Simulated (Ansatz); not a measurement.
# Ru (P6_3/mmc): phonon-mediated transition temperature, part 2 of 2

Each step names its level of theory.

So far, coupling constant λ: step 2 (electron–phonon run: r2SCAN at its own relaxed cell) 0.489. Also log mean phonon energy ħω_log (meV): step 2 23.6.

## Step 3: Electron–phonon run: phonons taken to their low-smearing limit

The phonons between the solved wavevectors can be interpolated plainly or with the electrons' self-energy, which keeps Kohn anomalies.

This step: DFT PBE, scalar-relativistic, plane waves, PAW (Ansatz 0.2.0).

Input file input.yaml:

```yaml
crystal:
  lattice:
    - [2.7196085063, 0.0, 0.0]
    - [-1.3598042532, 2.3552500548, 0.0]
    - [0.0, 0.0, 4.2965103032]
  atoms:
    - { symbol: Ru, position: [0.3333333333, 0.6666666667, 0.25] }
    - { symbol: Ru, position: [0.6666666667, 0.3333333333, 0.75] }
kpoints:
  mp_grid: { grid: [18, 18, 9] }
hamiltonian:
  xc: pbe
scf:
  occupations: { method: methfessel_paxton, width: 0.2 }
output:
  eigenvalues: true
phonons:
  method: dfpt
  qmesh: [6, 6, 3]
  temperatures: { t_max: 1000, t_step: 50 }
  qpath:
    path:
      - [[0.0, 0.0, 0.0], [0.5, 0.0, 0.0], [0.33333333, 0.33333333, 0.0], [0.0, 0.0, 0.0], [0.0, 0.0, 0.5], [0.5, 0.0, 0.5], [0.33333333, 0.33333333, 0.5], [0.0, 0.0, 0.5]]
      - [[0.5, 0.0, 0.5], [0.5, 0.0, 0.0]]
    npoints: 6
  electrical_resistivity:
    mesh: [24, 24, 12]
    temperatures: [20.0, 50.0, 80.0, 100.0, 150.0, 200.0, 273.0, 300.0, 400.0, 500.0, 600.0, 800.0]
  superconductivity: { mesh: [24, 24, 12] }
  electron_occupations: {}
```

The run is started by

```
$ ansatz run input.yaml --threads 16 --pin off --max-ram 122880MiB --backend cuda --events-out ev --progress --plain --runs-dir out
```

Numbers of over 12 decimals in the logs are rounded to 6 here.

What it wrote:

```text
[...]
Crystal: 2 atoms, lattice volume = 27.521 Å³
Basis set: ecut = 420 eV, 537 PW (Γ), exchange–correlation on 40×40×60 points (8 copies of the dense FFT grid, shifted against one another)
Bands: 20, of which v1, the nominal top of the filled ones, is band 16 counted from 1 (15 counted from 0)
Symmetry: 24 space group operations
k-points: 185 of 2916
[...]
SCF iter   1: F=—  HF=-11757.373665 eV  |F-HF|=—  |Δ(HF+E_count)|=         —  Δρ=6.46e-3  dr2=2.27e-3  ethr=1.77e-3  ⟨swp⟩=5.1  Hψ=33080  notcnv=0
[...]
SCF iter   2: F=—  HF=-11757.375832 eV  |F-HF|=—  |Δ(HF+E_count)|=   2.17e-3  S|Δr|=    0.00e0  Δρ=3.79e-3  dr2=8.15e-4  ethr=7.10e-6  ⟨swp⟩=2.0  Hψ=7651  notcnv=0
[...]
SCF iter   8: F=-11757.377006 eV  HF=-11757.377006 eV  |F-HF|=0.00e0  |Δ(HF+E_count)|=  7.28e-12  S|Δr|=    0.00e0  Δρ=6.99e-8  dr2=2.98e-13  ethr=1.00e-12  ⟨swp⟩=7.0  Hψ=17583  notcnv=0
SCF 1 converged in 8 iterations: F = -11757.377006 eV  dr2 = 2.98e-13
[...]
NSCF: frozen V_eff on 185 k-points, pencils in batches of 32, up to order 96
[...]
NSCF: frozen V_eff on 185 k-points
[...]
DFPT response loops at q = (0, 0, 0) (fractional): preconditioner auto → Kerker (q_TF=auto, 2.798 Å⁻¹) (partly filled bands, converged f_vac=0.000); β = 1.00, the filter's whole step (`scf.mixing.beta` (0.50) is not read by the response loops under this deck's `scf.mixing.preconditioner`; to damp them name `kerker` or `kerker_dos`, under which they read `scf.mixing.beta`, and type it under 1.00, their step now; both keys bind the ground state too); Anderson in place of MSR1; while a model of the screening serves, it and β = 1 on shorter waves in the place of filter and β
[...]
SCF 2 converged in 8 iterations: F = -11757.377006 eV  dr2 = 3.02e-13
[...]
SCF converged after 8 iterations
[...]
vibrations of 108 cells: unjudged by the run; compare a larger repeat
[...]
the phonons at fermi_dirac 0.1 eV with the self-energy from electron–hole pairs on 24×24×12 points, each step in 2 parts for a fine mesh, relative to a high Fermi–Dirac smearing of 1.318 eV (with one as wide about the Fermi level of the force constants' own smearing, their change differs by 0.8 % of the smaller change): λ moves by +0.4 % from that by Fourier interpolation alone
  a lower smearing would change λ by some 0.1 %
--- Superconductivity: potentials and phonons of a 6×6×3 supercell, these at fermi_dirac 0.1 eV ---
           mesh         λ    ħω_log (meV)  μ* declared at (meV)
       24×24×12    0.4624          23.123               24.008
        12×12×6    0.4567          23.145               24.008
          6×6×3    0.5009          23.049               23.883
  λ by the species' shares of the modes' patterns: Ru 0.4624
[...]
0.08      3.251         3.313         3.170         3.168         3.291         3.287          3.287
      0.10      2.346         2.387         2.231         2.229         2.342         2.339          2.339
      0.12      1.603         1.629         1.486         1.485         1.584         1.582          1.582
      0.13      1.293         1.313         1.183         1.182         1.274         1.273          1.273
      0.14      1.022         1.037         0.924         0.923         1.007         1.006          1.006
      0.16      0.595         0.603         0.527         0.526         0.593         0.592          0.592
      0.20      0.134         0.136         0.117         0.117         0.149         0.148          0.149
[...]
vibrations of 108 cells: unjudged by the run; compare a larger repeat
[...]
a lower smearing would change λ by some 0.1 %
```

It took 2 min on 1 × NVIDIA GB200 with 16 threads of Arm Neoverse V2, shared host; peak memory 6.8 GiB; 16 min of CPU time.

This step gave:

- volume per atom: 13.76 Å³/atom
- zero-point energy: 0.07149 eV/cell
- highest frequency, solved or plainly interpolated: 259.7 cm⁻¹
- Debye temperature (second moment): 365 K
- resistivity at 300 K: 6.873 μΩ cm, mean of the axes
- coupling constant λ: 0.4624
- density of states at the Fermi level: 0.8431 states/eV a spin and cell
- log mean phonon energy ħω_log: 23.12 meV
- transport coupling constant λ_tr: 0.4934, 0.4934, 0.4573 (xx, yy, zz)
- Drude plasma energy: 8.365, 8.365, 9.294 eV (xx, yy, zz)
- resistivity times mean free path: 5.116, 5.116, 3.836 × 10⁻¹⁶ Ω m² (xx, yy, zz)
- second-moment phonon energy ħω₂: 24.01 meV
- coupling λ by branch: 0.0874, 0.0824, 0.0872, 0.0717, 0.0695, 0.0641 (branches by rank of frequency)

Transition temperatures:

```
  μ*  McMillan Tc (K)  Allen–Dynes Tc (K)  isotropic Fermi-surface Tc (K)  isotropic full bandwidth Tc (K)  anisotropic Fermi-surface Tc (K)  anisotropic full bandwidth Tc (K)  anisotropic narrow window Tc (K)
0.08             3.25                3.31                            3.17                             3.17                              3.29                               3.29                              3.29
 0.1             2.35                2.39                            2.23                             2.23                              2.34                               2.34                              2.34
0.12              1.6                1.63                            1.49                             1.48                              1.58                               1.58                              1.58
0.13             1.29                1.31                            1.18                             1.18                              1.27                               1.27                              1.27
0.14             1.02                1.04                           0.924                            0.923                              1.01                               1.01                              1.01
0.16            0.595               0.603                           0.527                            0.526                             0.593                              0.592                             0.592
 0.2            0.134               0.136                           0.117                            0.117                             0.149                              0.148                             0.149
```

## Step 4: Coupling and resistivity: the database cell, unrelaxed

The base functional is run at the starting cell, unrelaxed, so that the lattice constant is the database's and not the functional's.

input.yaml, as its differences from that of step 3:

```diff
@@ -2,5 +2,5 @@
   lattice:
-    - [2.7196085063, 0.0, 0.0]
-    - [-1.3598042532, 2.3552500548, 0.0]
-    - [0.0, 0.0, 4.2965103032]
+    - [2.7058, 0.0, 0.0]
+    - [-1.3529, 2.3432915376, 0.0]
+    - [0.0, 0.0, 4.2819]
   atoms:
@@ -29,2 +29 @@
   superconductivity: { mesh: [24, 24, 12] }
-  electron_occupations: {}
```

What it wrote:

```text
[...]
Crystal: 2 atoms, lattice volume = 27.149 Å³
Basis set: ecut = 420 eV, 537 PW (Γ), exchange–correlation on 40×40×60 points (8 copies of the dense FFT grid, shifted against one another)
Bands: 20, of which v1, the nominal top of the filled ones, is band 16 counted from 1 (15 counted from 0)
Symmetry: 24 space group operations
k-points: 185 of 2916
[...]
SCF iter   1: F=—  HF=-11757.368563 eV  |F-HF|=—  |Δ(HF+E_count)|=         —  Δρ=6.57e-3  dr2=2.30e-3  ethr=1.77e-3  ⟨swp⟩=5.1  Hψ=33035  notcnv=0
[...]
SCF iter   2: F=—  HF=-11757.370606 eV  |F-HF|=—  |Δ(HF+E_count)|=   2.04e-3  S|Δr|=    0.00e0  Δρ=3.84e-3  dr2=8.20e-4  ethr=7.17e-6  ⟨swp⟩=2.0  Hψ=7660  notcnv=0
[...]
SCF iter   8: F=-11757.371754 eV  HF=-11757.371754 eV  |F-HF|=3.64e-12  |Δ(HF+E_count)|=  2.91e-11  S|Δr|=    0.00e0  Δρ=1.07e-7  dr2=5.43e-13  ethr=1.00e-12  ⟨swp⟩=7.5  Hψ=18445  notcnv=0
SCF 1 converged in 8 iterations: F = -11757.371754 eV  dr2 = 5.43e-13
[...]
SCF 2 converged in 8 iterations: F = -11757.371754 eV  dr2 = 5.43e-13
[...]
SCF converged after 8 iterations
[...]
vibrations of 108 cells: unjudged by the run; compare a larger repeat
[...]
--- Superconductivity: potentials and phonons of a 6×6×3 supercell ---
           mesh         λ    ħω_log (meV)  μ* declared at (meV)
       24×24×12    0.4466          23.807               24.747
        12×12×6    0.4414          23.823               24.740
          6×6×3    0.4845          23.744               24.640
  λ by the species' shares of the modes' patterns: Ru 0.4466
[...]
0.08      2.919         2.972         2.839         2.839         2.955         2.954          2.954
      0.10      2.058         2.092         1.951         1.951         2.055         2.055          2.055
      0.12      1.365         1.385         1.261         1.261         1.352         1.352          1.352
      0.13      1.081         1.096         0.987         0.986         1.069         1.069          1.069
      0.14      0.837         0.849         0.755         0.755         0.830         0.829          0.829
      0.16      0.463         0.469         0.410         0.409         0.466         0.466          0.466
      0.20      0.088         0.089    none_found    none_found         0.102         0.102          0.102
  none_found: no transition down to 0.1 K
[...]
vibrations of 108 cells: unjudged by the run; compare a larger repeat
[...]
```

Run time: 1.7 min. Hardware: 1 × NVIDIA GB200 with 16 threads; peak memory 6.8 GiB; 15 min of CPU time.

Numbers from this step:

```
volume per atom                                   : 13.57 Å³/atom
zero-point energy                                 : 0.07361 eV/cell
highest frequency, solved or plainly interpolated : 268.2 cm⁻¹
Debye temperature (second moment)                 : 376 K
resistivity at 300 K                              : 6.434 μΩ cm, mean of the axes
coupling constant λ                               : 0.4466
density of states at the Fermi level              : 0.8249 states/eV a spin and cell
log mean phonon energy ħω_log                     : 23.81 meV
transport coupling constant λ_tr                  : 0.4759, 0.4759, 0.443 (xx, yy, zz)
Drude plasma energy                               : 8.478, 8.478, 9.419 eV (xx, yy, zz)
resistivity times mean free path                  : 5.07, 5.07, 3.795 × 10⁻¹⁶ Ω m² (xx, yy, zz)
second-moment phonon energy ħω₂                   : 24.75 meV
coupling λ by branch                              : 0.0846, 0.0802, 0.0844, 0.0689, 0.0668, 0.0616 (branches by rank of frequency)
```

An empty cell: under 1 mK by a formula, or no transition down to the floor of the Eliashberg search. Transition temperatures:

```
  μ*  McMillan Tc (K)  Allen–Dynes Tc (K)  isotropic Fermi-surface Tc (K)  isotropic full bandwidth Tc (K)  anisotropic Fermi-surface Tc (K)  anisotropic full bandwidth Tc (K)  anisotropic narrow window Tc (K)
0.08             2.92                2.97                            2.84                             2.84                              2.95                               2.95                              2.95
 0.1             2.06                2.09                            1.95                             1.95                              2.06                               2.06                              2.05
0.12             1.36                1.39                            1.26                             1.26                              1.35                               1.35                              1.35
0.13             1.08                 1.1                           0.987                            0.986                              1.07                               1.07                              1.07
0.14            0.837               0.849                           0.755                            0.755                              0.83                              0.829                             0.829
0.16            0.463               0.469                            0.41                            0.409                             0.466                              0.466                             0.466
 0.2           0.0882              0.0892                               -                                -                             0.102                              0.102                             0.102
```

The Eliashberg function α²F has structure finer than the step of the table below, so its rows give means over 1 meV, whole bins alone (the curve runs from 0.128 to 32.8 meV). Peaks (meV: height): α²F 18.9: 0.373, 20.9: 0.428, 23.2: 0.429, 26.3: 0.535, 31.0: 0.530; α²F tr 18.9: 0.387, 20.9: 0.464, 23.2: 0.480, 26.3: 0.547, 31.0: 0.553.

Eliashberg function α²F against phonon energy; means over each step:

```
phonon energy (meV)      α²F   α²F tr
                  2        0        0
                  3   8.3e-5        0
                  4   3.0e-4   6.5e-5
                  5   6.0e-4   1.4e-4
                  6   9.9e-4   2.7e-4
                  7  0.00143   5.4e-4
                  8  0.00203   8.9e-4
                  9  0.00286  0.00146
                 10  0.00386  0.00219
                 11  0.00520  0.00320
                 12  0.00693  0.00456
                 13  0.00929  0.00640
                 14   0.0126  0.00897
                 15   0.0177   0.0131
                 16   0.0264   0.0205
                 17   0.0646   0.0610
                 18    0.130    0.132
                 19    0.278    0.285
                 20    0.332    0.342
                 21    0.408    0.444
                 22    0.316    0.349
                 23    0.388    0.430
                 24    0.323    0.344
                 25    0.351    0.374
                 26    0.484    0.505
                 27    0.459    0.476
                 28    0.373    0.391
                 29    0.281    0.302
                 30    0.379    0.393
                 31    0.465    0.482
                 32    0.282    0.286
```

Anisotropic full-bandwidth solution, weighted at the Fermi level. Gaps:

```
 mu*  T (K)  mean gap (meV)  5 % (meV)  95 % (meV)  mean Z
 0.1  0.514           0.307      0.233       0.343    1.45
 0.1   1.03           0.293      0.222       0.328    1.45
 0.1   1.54           0.237      0.179       0.266    1.45
 0.1   1.85           0.161      0.121        0.18    1.45
0.13  0.267           0.158      0.113       0.181    1.45
0.13  0.534           0.151      0.108       0.172    1.45
0.13  0.802           0.122     0.0871       0.139    1.45
0.13  0.962          0.0826     0.0589      0.0944    1.45
0.16  0.116          0.0683     0.0453      0.0798    1.45
0.16  0.233          0.0651     0.0431      0.0761    1.45
0.16  0.349          0.0525     0.0347      0.0615    1.45
0.16  0.419          0.0355     0.0234      0.0416    1.45
```

dTc/da2F against phonon energy:

```
phonon energy (meV)  dTc/da2F (K/meV)
                  2                 -
                  4              4.03
                  6              3.23
                  8              2.71
                 10              2.33
                 12              2.04
                 14              1.82
                 16              1.64
                 18              1.49
                 20              1.36
                 22              1.25
                 24              1.16
                 26              1.07
                 28              1.00
                 30             0.939
                 32             0.882
```

The share of the Fermi-level states by lambda of a state:

```
lambda of a state  share of the Fermi-level states
           0.3090                           1.0e-4
           0.3180                           0.0035
           0.3280                           0.0103
           0.3370                           0.0167
           0.3470                           0.0132
           0.3560                           0.0348
           0.3660                           0.0091
           0.3750                           0.0164
           0.3850                            0.001
           0.3940                           0.0289
           0.4040                            0.028
           0.4130                           0.0295
           0.4230                           0.0685
           0.4320                           0.0663
           0.4420                           0.0416
           0.4510                           0.0888
           0.4600                            0.151
           0.4700                            0.123
           0.4790                            0.116
           0.4890                            0.092
           0.4980                           0.0479
           0.5080                           0.0091
           0.5170                           0.0028
           0.5270                           0.0013
```

## Step 5: Summary of results

| Item | Value |
| --- | --- |
| meshes | q 6×6×3, k 18×18×9, scattering 24×24×12 |
| coupling constant λ | 0.447 |
| log mean phonon energy ħω_log | 23.8 meV |
| Allen–Dynes Tc at μ* = 0.1 | 2.09 K |
| Allen–Dynes Tc at μ* = 0.13 | 1.1 K |
| anisotropic Eliashberg Tc at μ* = 0.1 | 2.06 K |
| anisotropic Eliashberg Tc at μ* = 0.13 | 1.07 K |

In words: In the last run (PBE, database cell, q 6×6×3, k 18×18×9, scattering 24×24×12), with λ = 0.45 and ħω_log = 23.8 meV, Tc at μ* = 0.13 is 1.1 K by McMillan's formula, 1.1 K by Allen and Dynes's and 1.1 K by the anisotropic Eliashberg equations. Allen and Dynes's formula meets the measured 0.49 K at μ* near 0.16. Raising μ* from 0.10 to 0.16 lowers the Allen–Dynes value from 2.1 to 0.47 K. The mean gap at a quarter of Tc gives 2Δ/k_B Tc = 3.43, against 3.53 in weak-coupling theory. The gap spreads from 0.11 to 0.18 meV over nine tenths of the Fermi surface. By the run's own test λ is not converged in the fine mesh: it moves by 1 % between the two finest. The run's transport test calls it not converged in the mesh; ρ(300 K) moves by 12 % in the component that moves most. λ of these runs moves by 1 to 1 % between their two finest meshes, and Tc by more, so small gaps between the runs or to the measured value rank nothing. Over the runs, λ takes the values 0.489, 0.462 and 0.447, in the order shown. μ* is a typed number, phonons are harmonic, and spin fluctuations are left out; at μ* = 0.13 McMillan's formula turns 1 % in λ into about 6.2 % in Tc.

Comparison with the measured values:

```
                                                   quantity  measured  Allen–Dynes, r2SCAN, q 3×3×2, fine 24×24×12  Eliashberg, r2SCAN, q 3×3×2, fine 24×24×12  Allen–Dynes, PBE, q 6×6×3, fine 24×24×12, phonons taken to their low-sme  Eliashberg, PBE, q 6×6×3, fine 24×24×12, phonons taken to their low-sme  Allen–Dynes, PBE, q 6×6×3, fine 24×24×12, database cell  Eliashberg, PBE, q 6×6×3, fine 24×24×12, database cell
superconducting transition temperature (μ* = 0.13) (kelvin)      0.49                              1.82 (+271.4 %)                             1.77 (+261.2 %)                                                           1.31 (+167.3 %)                                                          1.27 (+159.2 %)                                          1.10 (+124.5 %)                                         1.07 (+118.4 %)
```

Measured values from Wikipedia's table of superconducting elements, as read in December (2026).

**Verdict.** For the superconducting transition temperature, of the levels listed nearest comes Eliashberg, PBE, q 6×6×3, fine 24×24×12, database cell (+118.4 %, a clear miss) and farthest Allen–Dynes, r2SCAN, q 3×3×2, fine 24×24×12 (+271.4 %, a clear miss). Limits of convergence are named above.

[Logs are printed without paths, hosts, clocks, repeated set-up lines and the standing remarks that a program may print on its own settings, such as how far it seeks lower states.]

[Hosts, paths, dates, database ids (printed as entryN), source tags and the programs' standing remarks are cut or masked in the printed files.]
